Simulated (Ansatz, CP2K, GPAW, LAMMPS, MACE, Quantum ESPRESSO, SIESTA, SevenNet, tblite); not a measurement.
**Amorphous Hg33S25Se8 (66 atoms): forces by two methods**

66 atoms (33 Hg, 25 S, 8 Se) placed at random at 7.67 g/cm³, melted at 2500 K for 10 ps at fixed volume with the Stillinger-Weber II-VI potential (Zhou et al., Phys. Rev. B 88, 085309 (2013)). Quenched from 2500 K to 500 K at 30 K/ps and fixed volume, held 5 ps, then minimised at fixed cell.

Two calculations on one geometry. First: machine-learned interatomic potential MACE MP-0b2 small, trained on PBE(+U) plane-wave data (MACE MP-0b2 small). Second: Kohn-Sham DFT, PBE, SSSP efficiency 1.3.0 pseudopotentials, plane waves; sssp-1.3.0-efficiency; 45/360 Ry; levels smeared at 580 K (Quantum ESPRESSO 7.5; sssp-pbe-1.3.0-efficiency, cutoffs 45/360 Ry, Γ point).

Cell vectors (Å):

```
12.034 0.000 0.000
0.000 12.034 0.000
0.000 0.000 12.034
```

Atom, position (Å) and force of the first calculation (eV/Å):

```
1 Hg 3.713 4.874 4.202 -0.369 0.262 -0.175
2 Hg 4.376 5.173 0.911 -0.157 0.454 0.010
3 Hg 7.049 10.796 2.632 -0.452 0.211 -0.509
4 Hg 1.947 10.265 4.927 0.201 -0.118 0.362
5 Hg 6.937 7.335 7.227 -0.480 0.220 0.056
6 Hg 9.515 1.156 6.638 0.244 0.149 0.161
7 Hg 8.774 9.932 5.615 -0.210 0.469 0.252
8 Hg 9.457 5.207 8.464 0.286 -0.455 0.398
9 Hg 1.338 7.317 10.553 0.472 -0.054 -0.475
10 Hg 2.823 10.539 1.599 0.148 -0.016 0.204
11 Hg 10.791 9.520 8.551 0.587 0.152 -0.216
12 Hg 6.036 0.082 5.728 -0.353 0.438 0.602
13 Hg 7.557 4.415 11.243 0.724 -0.780 0.375
14 Hg 0.397 4.291 4.711 0.334 -0.207 -0.461
15 Hg 6.388 3.865 6.238 -0.214 -0.314 -0.327
16 Hg 1.369 3.301 0.053 -0.078 -0.369 0.142
17 Hg 10.087 0.102 11.654 -0.006 0.360 0.316
18 Hg 10.508 6.983 4.632 0.698 -0.283 -0.106
19 Hg 1.339 0.385 10.824 -0.316 0.362 -0.620
20 Hg 0.585 3.455 8.088 -0.100 -0.408 0.549
21 Hg 3.818 5.665 8.737 -0.307 0.887 0.011
22 Hg 11.133 9.933 2.908 0.141 0.612 0.216
23 Hg 8.684 8.532 0.324 0.038 0.134 -0.483
24 Hg 3.403 1.320 3.993 -0.704 -0.101 0.140
25 Hg 10.754 4.900 1.558 -0.551 0.347 -0.397
26 Hg 7.566 6.373 3.193 -0.101 -0.386 0.230
27 Hg 4.175 1.431 8.943 0.360 -0.143 -0.122
28 Hg 6.881 11.636 9.500 -0.563 -0.558 -0.045
29 Hg 10.743 1.782 3.475 0.808 -0.751 -0.230
30 Hg 5.187 8.415 0.307 0.000 0.167 -1.048
31 Hg 5.153 1.823 0.260 0.738 -0.494 -0.025
32 Hg 7.459 2.822 3.064 -0.036 0.227 0.038
33 Hg 1.951 7.096 6.136 0.643 0.048 0.264
34 S 1.120 1.755 5.260 0.090 -0.284 -1.396
35 S 5.021 9.694 10.120 -0.309 -0.139 0.194
36 S 7.669 11.058 0.040 0.496 -0.858 0.620
37 S 5.820 6.209 5.028 0.136 -0.098 0.045
38 S 0.971 10.326 7.443 0.278 0.063 0.299
39 S 0.502 4.849 10.258 -0.669 0.272 -0.508
40 S 8.131 0.619 4.238 -0.129 0.290 0.302
41 S 2.538 4.545 6.714 0.163 1.045 -0.177
42 S 3.700 11.843 11.593 0.571 0.188 0.000
43 S 2.881 8.298 8.635 -0.062 -0.871 0.277
44 S 9.871 5.787 11.227 -0.128 -0.101 -0.140
45 S 8.740 8.775 3.101 -0.156 0.029 0.059
46 S 6.830 6.425 0.742 -0.515 0.447 0.166
47 S 4.881 3.036 2.625 -0.166 -0.128 0.235
48 S 4.261 8.679 5.762 -0.518 0.056 0.020
49 S 10.416 3.568 6.626 -0.045 0.273 0.909
50 S 7.841 2.159 0.557 -1.388 0.794 -0.885
51 S 6.534 10.042 7.252 0.228 0.016 -0.815
52 S 11.144 11.438 5.117 -0.134 -0.219 -0.459
53 S 1.677 1.038 8.254 -0.676 -0.390 0.745
54 S 4.450 2.147 6.402 1.420 -0.808 0.079
55 S 4.537 10.921 3.675 -0.416 0.221 -0.468
56 S 11.080 8.561 10.896 -0.142 0.359 0.741
57 S 10.933 2.302 0.948 0.833 -0.709 0.284
58 S 9.456 4.514 3.815 -0.299 0.517 -0.567
59 Se 1.537 5.102 2.216 -0.117 -0.117 0.430
60 Se 2.551 7.817 0.867 0.432 -0.217 0.337
61 Se 9.641 7.570 7.093 0.331 -0.112 0.027
62 Se 9.526 11.817 8.966 -0.176 0.711 -0.044
63 Se 0.885 7.973 3.674 -0.321 -0.406 0.273
64 Se 3.815 3.658 10.656 -0.118 -0.114 0.440
65 Se 6.520 4.993 8.710 0.437 0.335 0.270
66 Se 0.063 10.381 0.406 -0.357 -0.105 -0.382
```

Q: Give the forces of the second method.

Atom and force (eV/Å):

```
1 -0.152 0.000 0.078
2 -0.046 0.293 -0.305
3 -0.437 0.237 -0.421
4 0.195 -0.361 0.694
5 -0.531 0.280 0.096
6 0.351 0.031 0.107
7 0.058 0.466 0.384
8 0.204 -0.341 0.259
9 0.459 -0.027 -0.447
10 0.212 -0.296 0.046
11 0.657 0.099 -0.234
12 -0.385 0.215 0.482
13 0.511 -0.604 0.146
14 0.262 -0.455 -0.369
15 -0.421 0.021 -0.233
16 0.026 -0.162 0.209
17 -0.172 0.257 0.308
18 0.562 -0.053 -0.023
19 -0.093 0.295 -0.707
20 -0.006 -0.447 0.475
21 -0.270 0.624 0.102
22 0.096 0.498 0.081
23 0.107 -0.050 -0.583
24 -0.526 0.029 0.149
25 -0.323 0.220 -0.437
26 -0.275 -0.215 0.062
27 0.093 -0.057 0.063
28 -0.318 -0.600 0.009
29 0.732 -0.676 -0.027
30 -0.289 -0.023 -0.833
31 0.578 -0.447 -0.057
32 -0.113 0.051 -0.202
33 0.683 0.294 0.139
34 0.105 -0.047 -1.186
35 0.081 -0.295 0.322
36 0.462 -0.631 0.387
37 0.267 -0.177 0.188
38 0.098 -0.433 0.281
39 -0.351 0.391 -0.415
40 -0.291 0.441 0.371
41 0.186 0.866 -0.629
42 0.420 0.230 -0.014
43 -0.345 -0.594 -0.011
44 -0.097 0.180 -0.030
45 -0.089 0.025 0.012
46 -0.669 0.564 0.431
47 -0.208 0.242 0.407
48 -0.770 -0.185 -0.089
49 0.210 0.038 0.653
50 -0.973 0.760 -0.503
51 0.535 0.132 -0.772
52 -0.157 -0.186 -0.349
53 -0.698 0.020 0.923
54 1.177 -0.644 -0.132
55 -0.247 0.173 -0.365
56 -0.141 0.291 0.785
57 0.525 -0.583 0.013
58 -0.057 0.299 -0.700
59 -0.451 -0.147 0.542
60 0.687 -0.042 0.275
61 0.006 -0.202 0.069
62 -0.308 0.672 -0.043
63 -0.489 -0.446 0.358
64 -0.136 -0.127 0.368
65 0.580 0.365 0.186
66 -0.289 -0.045 -0.350
```

The two sets differ by 175 meV/Å r.m.s., 44 % of the r.m.s. force of the Quantum ESPRESSO run. Machine-learned potentials mimic data converged in k, so the reference's own k-point error enters their differences. The network of bonds at the start is that of the classical potential that made the cell, and needn't be the one that DFT or experiment would give. The electronic-structure runs sample only Γ, in a cell whose shortest periodic width is 12 Å, which is coarse for a cell with partly filled levels.

[Logs are printed without paths, hosts, clocks, repeated set-up lines and the standing remarks that a program may print on its own settings, such as how far it seeks lower states.]

[Hosts, paths, dates, database ids (printed as entryN), source tags and the programs' standing remarks are cut or masked in the printed files.]
